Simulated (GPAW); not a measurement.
# SnSe2 (1T monolayer): G0W0 on several meshes in GPAW

Wanted: mesh dependence and cost of G0W0 for SnSe2 (1T monolayer).

Method: LDA and many-body steps on it, plane waves, in GPAW 26.7.0.

## (1) Set-up

The cell holds 3 atoms: 1 Sn and 2 Se. Its edges and angles: a = 3.767 Å, b = 3.767 Å, c = 14.100 Å, α = 90.0°, β = 90.0°, γ = 120.0°. Vacuum lies along c.

Structure file:

```xyz
3
Lattice="3.7666 0.0000 0.0000 -1.8833 3.2620 0.0000 0.0000 0.0000 14.1000" Properties=species:S:1:pos:R:3
Sn    0.0000    0.0000    7.0500
Se    0.0000    2.1747    8.6276
Se    1.8833    1.0873    5.4724
```

The structure was relaxed with LDA. The runs that relaxed it are not among those shown.

## (2) Empty states on the mesh, 9×9×1 mesh, 291 bands

This step: GPAW 26.7.0; DFT, LDA, plane waves, PAW.

The sums over transitions need many empty states on a uniform mesh; this step solves for them.

run.py reads:

```python
import json
import numpy as np
from gpaw.mpi import world
from gpaw import GPAW

calc = GPAW('gs.gpw').fixed_density(kpts={'size': (9, 9, 1), 'gamma': True},
    parallel={'domain': 1, 'band': 1},
    txt='nscf.txt')
calc.diagonalize_full_hamiltonian(nbands=291)
calc.write('full.gpw', mode='all')
res = {}
kpts = calc.get_ibz_k_points()
res['kpts'] = kpts
res['eigenvalues'] = [calc.get_eigenvalues(kpt=k) for k in range(len(kpts))]
res['n_electrons'] = calc.get_number_of_electrons()

if world.rank == 0:
    with open('result.json', 'w') as f:
        json.dump(res, f, default=lambda x: x.tolist())
```

Launch:

```bash
$ mpirun -n 4 gpaw python run.py
```

Numbers of over 12 decimals in the logs are rounded to 6 here.

Log:

```text
Diagonalizing LCAO Hamiltonian
Converting LCAO to pw mode
convergence criteria:
- Maximum integral of absolute [eigenst]ate change: 4e-08 eV^2 / valence electron
maximum number of iterations: 100

SCF iterations
|iter     |     time |      energy | eigst |  dens |
|iter:   1|  |             | +0.57 |       |
|iter:   2|  |             | -0.85 |       |
|iter:   3|  |             | -1.82 |       |
[...]
|iter:   8|  |             | -6.02 |       |
|iter:   9|  |             | -6.76 |       |
|iter:  10|  |             | -7.51c|       |
SCF steps: 10
  __  _  _
 | _ |_)|_||  |
 |__||  | ||/\| - 26.7.0

Input parameters:
  mode=PW(ecut=450.000000),
  convergence={'density': 1e-06, 'bands': -3},
  gpts=array([20, 20, 70]),
  kpts=MonkhorstPack(size=(9, 9, 1), gamma=True),
  maxiter=100,
  nbands=20,
  occupations=Occupations(name='fermi-dirac', width=0.001, fixmagmom=False),
  parallel={'domain': 1, 'band': 1},
  xc=XC(name='LDA')
Matrix size: 3805x3805
# Writing to full.gpw (mode='all')
  [... matrices ...]

timing:  # [seconds]
  Total: 142.443  # ━━━━━━━━━━━━━━━━━━━━━━━━━━━━━━━━━━━━━━━━━━━━━━━━━━━━━━━━━
```

Run time: 2.5 min. Hardware: 4 MPI ranks of Arm Neoverse V1, shared host; peak memory 5.2 GiB.

Numbers from this step:

| Property | Result |
| --- | --- |
| gap | 0.7488 eV |
| k of the valence top | 0.1111, 0, 0 |
| k of the conduction bottom | 0.4444, 0, 0 |
| least direct gap | 1.114 eV |
| k points computed | 12 |
| lowest point of the top converged band, above the valence top | 77.1870 eV |

On this mesh the gap is 0.749 eV.

## (3) 9×9×1

G0W0 replaces the xc potential by the self-energy, built once from these orbitals. Only a window of levels is corrected, while the sums run over the empty bands that the input names.

This step: G0W0 on LDA, plane waves, PAW.

run.py reads:

```python
import json
import numpy as np
from gpaw.mpi import world
from gpaw.response.g0w0 import G0W0

gw = G0W0('full.gpw',
    filename='gw',
    kpts=[0, 1, 9],
    bands=(11, 15),
    ecut=48,
    nbands=130,
    truncation='2D',
    integrate_gamma='sphere',
    q0_correction=True,
    frequencies={'type': 'nonlinear', 'domega0': 0.15, 'omega2': 15.0},
    eta=0.1,
    nblocksmax=True)
gw.calculate()
res = {mode: {k: v for k, v in r.items() if k != 'sigma_eskwn'}
       for mode, r in gw.all_results.items()}

if world.rank == 0:
    with open('result.json', 'w') as f:
        json.dump(res, f, default=lambda x: x.tolist())
```

Launch:

```bash
$ mpirun -n 4 gpaw python run.py
```

Log:

```text
Using integrator: PointIntegrator
NonLinearFrequencyDescriptor(from 0.000 to 68.588 eV, 159 points)
Nonperiodic BCs:  [False False  True]
Using integrator: PointIntegrator
NonLinearFrequencyDescriptor(from 0.000 to 68.588 eV, 159 points)
Nonperiodic BCs:  [False False  True]
Applying analytical 2D correction to W:
    Evaluating Gamma point contribution to W on a 17x17x1 grid
  ___  _ _ _
 |   || | | |
 | | || | | |
 |__ ||_____|
 |___|

BZ k-points: Symmetries present (total): 12

  [... matrices ...]
81 k-points: 9 x 9 x 1 Monkhorst-Pack grid
12 k-points in the irreducible part of the Brillouin zone
       k-points in crystal coordinates                weights
   0:     0.00000000    0.00000000    0.00000000          1/81
   1:     0.11111111    0.00000000    0.00000000          6/81
   2:     0.22222222   -0.11111111    0.00000000          6/81
   3:     0.22222222    0.00000000    0.00000000          6/81
   4:     0.33333333   -0.11111111    0.00000000         12/81
   5:     0.33333333    0.00000000    0.00000000          6/81
   6:     0.33333333    0.33333333    0.00000000          2/81
   7:     0.44444444   -0.22222222    0.00000000          6/81
   8:     0.44444444   -0.11111111    0.00000000         12/81
   9:     0.44444444    0.00000000    0.00000000          6/81
          ...
  11:     0.44444444    0.44444444    0.00000000          6/81

Distributing spins, k-points and bands (1 x 3 x 4) over 1 process
Number of blocks: 4

Quasi particle states:
k-points (IBZ indices): [0, 1, 9]
Band range: (11, 15)
  [... matrices ...]
Computational parameters:
Plane wave cut-off: 48 eV
Number of bands: 130
Coulomb cutoff: 2D
Broadening: 0.1 eV

fxc modes: GW
Kernel: RPA
Using full-frequency real axis integration
Summing all q:

Calculating screened Coulomb potential
2D Coulomb truncation
NonLinearFrequencyDescriptor(from 0.000 to 68.588 eV, 159 points)
Removing empty qpoint cache files...

Calculating chi0 body with:
    Ground state adapter containing:
    Number of spins: 1
    Number of kpoints: 81
    Number of irreducible kpoints: 12
    Number of completely occupied states: 13
    Number of partially occupied states: 13
    Occupied states memory: 5.55419921875 M / cpu

    Linear response parametrization:
    q_c: [0.0, 0.0, 0.0]
    Number of frequency points: 159
    Planewave cutoff: 48.0
    Number of bands: 130
    Number of planewaves: 123
    Broadening (eta): 0.1
    comm.size: 4
    kncomm.size: 1
    blockcomm.size: 4

    Memory estimate of potentially large arrays:
        chi0_wGG: 9.176296 M / cpu
Integrating chi0 body.

Symmetries of q_c:
    Direct symmetries (Uq -> q): 12
    Indirect symmetries (TUq -> q): 0
In total 12 allowed symmetries.

  [... matrices ...]
12 groups of equivalent kpoints. 85.185185% reduction.

Integral kind: spectral function
Integrating chi0 head and wings.

Symmetries of q_c:
    Direct symmetries (Uq -> q): 12
    Indirect symmetries (TUq -> q): 0
In total 12 allowed symmetries.

  [... matrices ...]
12 groups of equivalent kpoints. 85.185185% reduction.

Integral kind: spectral function wings

Calculating chi0 body with:
    Ground state adapter containing:
    Number of spins: 1
    Number of kpoints: 81
    Number of irreducible kpoints: 12
    Number of completely occupied states: 13
    Number of partially occupied states: 13
[... the further q-points ...]

Results:
f:      Occupation numbers
eps:     KS-eigenvalues [eV]
vxc:     KS vxc [eV]
exx:     Exact exchange [eV]
sigma:   Self-energies [eV]
dsigma:  Self-energy derivatives
Z:       Renormalization factors
qp:      QP-energies [eV]

k-point 0 (0): (0.000, 0.000, 0.000)                GW
band       f     eps     vxc     exx   sigma  dsigma       Z      qp
                                                                   GW
  11   1.000  -1.316 -16.032 -17.636   1.547  -0.360   0.735  -1.358
  12   1.000  -1.316 -16.032 -17.636   1.547  -0.360   0.735  -1.358
  13   0.000   0.367 -14.975 -11.302  -2.068  -0.305   0.766   1.597
  14   0.000   1.775 -13.005  -8.515  -3.017  -0.286   0.778   2.920

k-point 1 (1): (0.111, 0.000, 0.000)                GW
band       f     eps     vxc     exx   sigma  dsigma       Z      qp
                                                                   GW
  11   1.000  -1.992 -15.134 -16.900   1.641  -0.381   0.724  -2.083
  12   1.000  -1.242 -16.023 -17.641   1.564  -0.359   0.736  -1.282
[...]
k-point 2 (9): (0.444, 0.000, 0.000)                GW
band       f     eps     vxc     exx   sigma  dsigma       Z      qp
                                                                   GW
[...]
12   1.000  -1.607 -15.643 -17.508   1.713  -0.376   0.727  -1.718
  13   0.000  -0.493 -14.265 -10.751  -2.009  -0.320   0.757   0.647
  14   0.000   2.755 -12.456  -7.894  -3.146  -0.300   0.769   3.844
```

Run time: 2.5 min. Hardware: 4 MPI ranks; peak memory 2.1 GiB.

This step gave:

```
G0W0 gap on the points computed              : 1.929 eV
least direct G0W0 gap on the computed points : 2.365 eV
Z at the valence top                         : 0.7360
Z at the conduction bottom                   : 0.7574
starting gap on the mesh                     : 0.7488 eV
k of the valence top                         : 0.1111, 0, 0
k of the conduction bottom                   : 0.4444, 0, 0
```

The gap on the mesh goes from 0.75 eV to 1.93 eV, a correction of +1.18 eV.

## (4) Empty states on the mesh, 6×6×1 mesh, 140 bands

This step: DFT, LDA, plane waves, PAW.

run.py reads:

```python
import json
import numpy as np
from gpaw.mpi import world
from gpaw import GPAW

calc = GPAW('gs.gpw').fixed_density(kpts={'size': (6, 6, 1), 'gamma': True},
    nbands=163,
    convergence={'bands': 140},
    txt='nscf.txt')
calc.write('full.gpw', mode='all')
res = {}
kpts = calc.get_ibz_k_points()
res['kpts'] = kpts
res['eigenvalues'] = [calc.get_eigenvalues(kpt=k) for k in range(len(kpts))]
res['n_electrons'] = calc.get_number_of_electrons()

if world.rank == 0:
    with open('result.json', 'w') as f:
        json.dump(res, f, default=lambda x: x.tolist())
```

Launch:

```bash
$ mpirun -n 4 gpaw python run.py
```

Log:

```text
Diagonalizing LCAO Hamiltonian
Converting LCAO to pw mode
convergence criteria:
- Maximum integral of absolute [eigenst]ate change: 4e-08 eV^2 / valence electron
maximum number of iterations: 100

SCF iterations
|iter     |     time |      energy | eigst |  dens |
|iter:   1|  |             | +4.13 |       |
|iter:   2|  |             | +2.92 |       |
|iter:   3|  |             | +1.83 |       |
[...]
|iter:  13|  |             | -6.71 |       |
|iter:  14|  |             | -7.26 |       |
|iter:  15|  |             | -7.64c|       |
SCF steps: 15
  __  _  _
 | _ |_)|_||  |
 |__||  | ||/\| - 26.7.0

Input parameters:
  mode=PW(ecut=450.000000),
  convergence={'bands': 140},
  gpts=array([20, 20, 70]),
  kpts=MonkhorstPack(size=(6, 6, 1), gamma=True),
  maxiter=100,
  nbands=163,
  occupations=Occupations(name='fermi-dirac', width=0.001, fixmagmom=False),
  parallel={},
  xc=XC(name='LDA')
# Writing to full.gpw (mode='all')
  [... matrices ...]

timing:  # [seconds]
  Total: 0.044  # ━━━━━━━━━━━━━━━━━━━━━━━━━━━━━━━━━━━━━━━━━━━━━━━━━━━━━━━━━━━
```

It took 36 s on 4 MPI ranks; peak memory 0.93 GiB.

This step gave:

```
gap                                                           : 0.7078 eV
k of the valence top                                          : 0.1667, 0, 0
k of the conduction bottom                                    : 0.5, 0.5, 0
least direct gap                                              : 1.070 eV
k points computed                                             : 7
lowest point of the top converged band, above the valence top : 45.34 eV
```

On this mesh the gap is 0.708 eV.

## (5) 6×6×1

This step: G0W0 on LDA, plane waves, PAW.

run.py reads:

```python
import json
import numpy as np
from gpaw.mpi import world
from gpaw.response.g0w0 import G0W0

gw = G0W0('full.gpw',
    filename='gw',
    kpts=[0, 1, 6],
    bands=(11, 15),
    ecut=48,
    nbands=130,
    truncation='2D',
    integrate_gamma='sphere',
    q0_correction=True,
    frequencies={'type': 'nonlinear', 'domega0': 0.15, 'omega2': 15.0},
    eta=0.1,
    nblocksmax=True)
gw.calculate()
res = {mode: {k: v for k, v in r.items() if k != 'sigma_eskwn'}
       for mode, r in gw.all_results.items()}

if world.rank == 0:
    with open('result.json', 'w') as f:
        json.dump(res, f, default=lambda x: x.tolist())
```

Launch:

```bash
$ mpirun -n 4 gpaw python run.py
```

Log:

```text
Using integrator: PointIntegrator
NonLinearFrequencyDescriptor(from 0.000 to 68.588 eV, 159 points)
Nonperiodic BCs:  [False False  True]
Using integrator: PointIntegrator
NonLinearFrequencyDescriptor(from 0.000 to 68.588 eV, 159 points)
Nonperiodic BCs:  [False False  True]
Applying analytical 2D correction to W:
    Evaluating Gamma point contribution to W on a 23x23x1 grid
  ___  _ _ _
 |   || | | |
 | | || | | |
 |__ ||_____|
 |___|

BZ k-points: Symmetries present (total): 12

  [... matrices ...]
36 k-points: 6 x 6 x 1 Monkhorst-Pack grid + [1/12,1/12,0.000000]
7 k-points in the irreducible part of the Brillouin zone
       k-points in crystal coordinates                weights
   0:     0.00000000    0.00000000    0.00000000          1/36
   1:     0.16666667    0.00000000    0.00000000          6/36
   2:     0.33333333   -0.16666667    0.00000000          6/36
   3:     0.33333333    0.00000000    0.00000000          6/36
   4:     0.33333333    0.33333333    0.00000000          2/36
   5:     0.50000000    0.33333333    0.00000000         12/36
   6:     0.50000000    0.50000000    0.00000000          3/36

Distributing spins, k-points and bands (1 x 3 x 4) over 1 process
Number of blocks: 4

Quasi particle states:
k-points (IBZ indices): [0, 1, 6]
Band range: (11, 15)
  [... matrices ...]
Computational parameters:
Plane wave cut-off: 48 eV
Number of bands: 130
Coulomb cutoff: 2D
Broadening: 0.1 eV

fxc modes: GW
Kernel: RPA
Using full-frequency real axis integration
Summing all q:

Calculating screened Coulomb potential
2D Coulomb truncation
NonLinearFrequencyDescriptor(from 0.000 to 68.588 eV, 159 points)
Removing empty qpoint cache files...

Calculating chi0 body with:
    Ground state adapter containing:
    Number of spins: 1
    Number of kpoints: 36
[...]
comm.size: 4
    kncomm.size: 1
    blockcomm.size: 4

    Memory estimate of potentially large arrays:
        chi0_wGG: 9.176296 M / cpu
Integrating chi0 body.

Symmetries of q_c:
    Direct symmetries (Uq -> q): 12
    Indirect symmetries (TUq -> q): 0
In total 12 allowed symmetries.

  [... matrices ...]
7 groups of equivalent kpoints. 80.555556% reduction.

Integral kind: spectral function
Integrating chi0 head and wings.

Symmetries of q_c:
    Direct symmetries (Uq -> q): 12
    Indirect symmetries (TUq -> q): 0
In total 12 allowed symmetries.

  [... matrices ...]
7 groups of equivalent kpoints. 80.555556% reduction.

Integral kind: spectral function wings

Calculating chi0 body with:
    Ground state adapter containing:
    Number of spins: 1
    Number of kpoints: 36
    Number of irreducible kpoints: 7
    Number of completely occupied states: 13
    Number of partially occupied states: 13
[... the further q-points ...]

Results:
f:      Occupation numbers
eps:     KS-eigenvalues [eV]
vxc:     KS vxc [eV]
exx:     Exact exchange [eV]
sigma:   Self-energies [eV]
dsigma:  Self-energy derivatives
Z:       Renormalization factors
qp:      QP-energies [eV]

k-point 0 (0): (0.000, 0.000, 0.000)                GW
band       f     eps     vxc     exx   sigma  dsigma       Z      qp
                                                                   GW
  11   1.000  -1.316 -16.032 -17.690   1.592  -0.359   0.736  -1.365
  12   1.000  -1.316 -16.032 -17.690   1.592  -0.359   0.736  -1.365
  13   0.000   0.367 -14.975 -11.224  -2.137  -0.311   0.763   1.599
[...]
k-point 1 (1): (0.167, 0.000, 0.000)                GW
band       f     eps     vxc     exx   sigma  dsigma       Z      qp
                                                                   GW
[...]
k-point 2 (6): (0.500, 0.500, 0.000)                GW
band       f     eps     vxc     exx   sigma  dsigma       Z      qp
                                                                   GW
[...]
13   0.000  -0.553 -14.262 -10.766  -1.995  -0.327   0.754   0.577
  14   0.000   2.732 -12.427  -7.847  -3.166  -0.298   0.771   3.822
```

Wall time 48 s (4 MPI ranks); peak memory 1.5 GiB; 3.2 min of CPU time.

Numbers from this step:

| Quantity | Value |
| --- | --- |
| G0W0 gap on the points computed | 1.894 eV |
| least direct G0W0 gap on the computed points | 2.319 eV |
| Z at the valence top | 0.7306 |
| Z at the conduction bottom | 0.7535 |
| starting gap on the mesh | 0.7078 eV |
| k of the valence top | 0.1667, 0, 0 |
| k of the conduction bottom | 0.5, 0.5, 0 |

Against G0W0 in GPAW (9×9×1 mesh, 130 bands, screening to 48 eV, full frequency, Hilbert transform), the gap moves by −0.036 eV.

## (6) Side by side

Times are wall times on 4 MPI ranks of Arm Neoverse V1, shared host, good to a factor of about two.

```csv
run,mesh,bands,screening cutoff (eV),DFT gap (eV),gap on the mesh (eV),direct (eV),time
9×9×1,9×9×1,130,48,0.749,1.929,2.365,2.5 min
6×6×1,6×6×1,130,48,0.708,1.894,2.319,48 s
```

## (7) What came out

```
9×9×1        : 1.929 eV
6×6×1        : 1.894 eV
known limits : not at the basis limit; no spin-orbit coupling
```

What this shows: 6×6×1: −0.036 eV against 9×9×1, −0.041 eV of it in the start. Bands and cutoff are finite, so the gap is not at the basis limit. The miss can reach some tenths of an eV and take either sign; the mesh is an error of its own. These stock PAW sets were not made for GW; the filled d or f shell of Se lies in the frozen core, which bears on start and correction. In the G0W0 runs levels were corrected at 3 k points alone, so a gap called «on the mesh» is the least over those, and an edge elsewhere would be missed. The many-body steps are scalar-relativistic: spin-orbit coupling is not in them.

[Paths, hosts, dates, memory and timing lines, banners, echoed tables and standing remarks are left out of the program output.]

[Logs are printed without paths, hosts, clocks, repeated set-up lines and the standing remarks that a program may print on its own settings, such as how far it seeks lower states.]

[Runs of the session that timed out or met a known fault of the program may be left out.]

[Hosts, paths, dates, database ids (printed as entryN), source tags and the programs' standing remarks are cut or masked in the printed files.]
